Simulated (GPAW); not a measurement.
# Ballistic transport through a C6 chain between two Ru chains, from relaxation to T(E), part 2 of 2

Aim: the conductance of a C6 chain between two Ru chains after relaxation, and whether geometry, basis or functional moves it most.

GPAW 26.7.0; GPAW LCAO, PAW setups; relaxation of the junction within the symmetry of its start, lead ends held (the session's first sound run).

So far, transmission at the Fermi level (one spin): step 3 (GPAW, dzp, PBE, GPAW) 1.50; step 4 (basis szp(dzp), PBE, GPAW) 1.46; step 5 (basis sz(dzp), PBE, GPAW) 1.40; step 6 (RPBE) 1.49; step 7 (the structure as built: geometry = "as built", PBE, GPAW) 1.81.

## Step 10: Smearing 0.05: width = 0.05

Smearing helps the SCF of a metal converge, but it blurs occupations at band edges near the Fermi level.

This step: GPAW LCAO, PAW setups; Landauer transmission from Green's functions with principal layers (ASE), zero bias (GPAW 26.7.0).

run.py

```python
import json
import numpy as np
from ase import Atoms
from ase.transport.calculators import TransportCalculator
from gpaw import GPAW, FermiDirac
from gpaw.lcao.tools import get_lcao_hamiltonian
from scipy.linalg import eigh

# The junction with lead layers at both ends, along the third cell vector
device = Atoms(
    ['Ru', 'Ru', 'Ru', 'Ru', 'Ru', 'Ru', 'Ru', 'Ru', 'C', 'C', 'C', 'C', 'C', 'C', 'Ru', 'Ru', 'Ru', 'Ru', 'Ru', 'Ru', 'Ru', 'Ru'],
    positions=[
        [4.50000, 4.50000, 1.12500],
        [4.50000, 4.50000, 3.37500],
        [4.50000, 4.50000, 5.62500],
        [4.50000, 4.50000, 7.87500],
        [4.50000, 4.50000, 10.12500],
        [4.50000, 4.50000, 12.37500],
        [4.50000, 4.50000, 14.62500],
        [4.50000, 4.50000, 16.73973],
        [4.50000, 4.50000, 18.59723],
        [4.50000, 4.50000, 19.86434],
        [4.50000, 4.50000, 21.16504],
        [4.50000, 4.50000, 22.42196],
        [4.50000, 4.50000, 23.72266],
        [4.50000, 4.50000, 24.98977],
        [4.50000, 4.50000, 26.84727],
        [4.50000, 4.50000, 28.96200],
        [4.50000, 4.50000, 31.21200],
        [4.50000, 4.50000, 33.46200],
        [4.50000, 4.50000, 35.71200],
        [4.50000, 4.50000, 37.96200],
        [4.50000, 4.50000, 40.21200],
        [4.50000, 4.50000, 42.46200]],
    cell=[[9.0, 0.0, 0.0], [0.0, 9.0, 0.0], [0.0, 0.0, 43.587]],
    pbc=True)

# One principal layer of the lead: the first 5 atoms of the device
lead = Atoms(
    ['Ru', 'Ru', 'Ru', 'Ru', 'Ru'],
    positions=[
        [4.50000, 4.50000, 1.12500],
        [4.50000, 4.50000, 3.37500],
        [4.50000, 4.50000, 5.62500],
        [4.50000, 4.50000, 7.87500],
        [4.50000, 4.50000, 10.12500]],
    cell=[[9.0, 0.0, 0.0], [0.0, 9.0, 0.0], [0.0, 0.0, 11.25]],
    pbc=True)

settings = dict(mode='lcao', basis='dzp', xc='PBE', h=0.2,
                occupations=FermiDirac(0.05), maxiter=250,
                mixer=dict(beta=0.1, nmaxold=8, weight=100.0),
                convergence=dict(density=0.0001))
energies = np.arange(-2, 2 + 1e-9, 0.025)
eta = 0.0001
n1, n2 = 1, 1
# k and -k transmit alike, so half of the mesh across the current serves
mesh = [(i, j) for i in range(n1) for j in range(n2) if (i, j) <= (-i % n1, -j % n2)]
weights = np.array([1 if (i, j) == (-i % n1, -j % n2) else 2 for i, j in mesh]) / (n1 * n2)

# [... helper functions left out ...]
fermi_lead = ground_state(lead, (1, 1, 10), 'lead.txt')
fermi_device = ground_state(device, (1, 1, 2), 'device.txt')
# [... loop over the mesh left out, but for ...]
        # Shift the lead onto the potential of the device's first layer
        shift = ((H[:, 0, 0] - H0[:, 0, 0]) / S0[0, 0]).real.mean()
# [...]
kT = 8.617333e-5 * 300
bias = [0.1, 0.2, 0.5, 1.0, 1.5, 2.0]
# [... integrals and printing left out ...]
```

On the command line:

```sh
OMP_NUM_THREADS=1 OPENBLAS_NUM_THREADS=1 python run.py
```

The job ended after 7.3 min (1 thread of Arm Neoverse V1, shared host; peak memory 1.6 GiB).

This step gave:

- conductance: 1.538 G₀
- largest misfit of the first principal layer: 0.06975 eV
- shift that aligns the lead: 0.005879 eV
- transmission at the Fermi level (one spin): 1.539

One spin. Transmission, zone mean against energy, zero at the Fermi level:

energy (eV), transmission, zone mean and a bar from the least value:
```
   -2.000       0.90 
   -1.800       1.30 ###########
   -1.600       1.77 ########################
   -1.400       1.99 ##############################
   -1.375       2.00 ##############################
   -1.200       1.90 ###########################
   -1.000       1.70 ######################
   -0.800       1.53 #################
   -0.600       1.44 ###############
   -0.400       1.44 ###############
   -0.200       1.49 ################
    0.000       1.54 ##################
    0.200       1.56 ##################
    0.400       1.56 ##################
    0.600       1.57 ##################
    0.800       1.62 ####################
    1.000       1.69 ######################
    1.200       1.72 #######################
    1.400       1.68 #####################
    1.600       1.57 ##################
    1.800       1.42 ##############
    2.000       1.06 ####
```

Not self-consistent under bias; the bias window is split evenly. Current through one cell, from the zero-bias transmission against bias:

| bias (V) | current through one cell, from the zero-bias transmission (μA) |
| --- | --- |
| 0.100 | 11.9 |
| 0.200 | 23.8 |
| 0.500 | 59.3 |
| 1.000 | 118 |
| 1.500 | 177 |
| 2.000 | 239 |

The transmission of the three most open eigenchannels by energy, zero at the Fermi level:

| energy (eV) | channel 1 = channel 2 | channel 3 |
| --- | --- | --- |
| -2.000 | 0.448 | 6.2e-5 |
| -1.800 | 0.652 | 5.4e-5 |
| -1.600 | 0.886 | 4.6e-5 |
| -1.400 | 0.997 | 3.7e-5 |
| -1.200 | 0.952 | 1.2e-5 |
| -1.000 | 0.851 | 1.6e-5 |
| -0.800 | 0.766 | 1.6e-5 |
| -0.600 | 0.722 | 1.7e-5 |
| -0.400 | 0.720 | 1.9e-5 |
| -0.200 | 0.743 | 2.2e-5 |
| 0.000 | 0.770 | 2.5e-5 |
| 0.200 | 0.781 | 2.6e-5 |
| 0.400 | 0.781 | 2.8e-5 |
| 0.600 | 0.787 | 2.9e-5 |
| 0.800 | 0.812 | 3.0e-5 |
| 1.000 | 0.846 | 3.0e-5 |
| 1.200 | 0.861 | 3.1e-5 |
| 1.400 | 0.839 | 3.4e-5 |
| 1.600 | 0.784 | 3.2e-5 |
| 1.800 | 0.709 | 1.6e-5 |
| 2.000 | 0.529 | 1.4e-5 |

The conductance, 1.54 G₀, lies 2.8 % above that of the dzp run.

## Step 11: What came out

| Property | Result |
| --- | --- |
| conductance | 1.50 G₀ |
| transmission at the Fermi level, mean of the spins | 1.50 |
| thermopower | about 0 (under 1.5 μV/K) |

In the dzp basis the junction conducts 1.50 G₀ at 300 K, with T = 1.50 a spin at the Fermi level; the sz basis reaches that conductance within 10 %. Relaxation moved atoms by up to 0.14 Å and took the conductance from 1.81 to 1.50 G₀, as a ratio a larger change than the step from dzp to the minimal basis. At the Fermi level two eigenchannels carry the current (0.75 and 0.75). Measured against the first run (dzp), the nearest curve is that of dzp-RPBE (r.m.s. 0.012) and the farthest that of asbuilt (0.43). Over the compared runs wall time goes from 164 s (sz) to 429 s (asbuilt), on a shared host. The leads kept an estimated spacing and the cell its length, so the junction may be under some tension or compression. The geometry comes from the orbital basis, which tends to overbind, and kept the symmetry of the start, so a structure of lower symmetry may lie lower. The run had no spin polarisation, so a magnetic state, which chains and small molecules with open shells often have, wasn't tested. An evenly spaced straight chain is an idealisation: free chains tend to dimerise, zigzag or, where a band edge lies near the Fermi level, turn magnetic. The currents use the zero-bias T(E) throughout, which holds only while the bias is small against the distance to the nearest feature.

[Logs are printed without paths, hosts, clocks, repeated set-up lines and the standing remarks that a program may print on its own settings, such as how far it seeks lower states.]

[Hosts, paths, dates, database ids (printed as entryN), source tags and the programs' standing remarks are cut or masked in the printed files.]
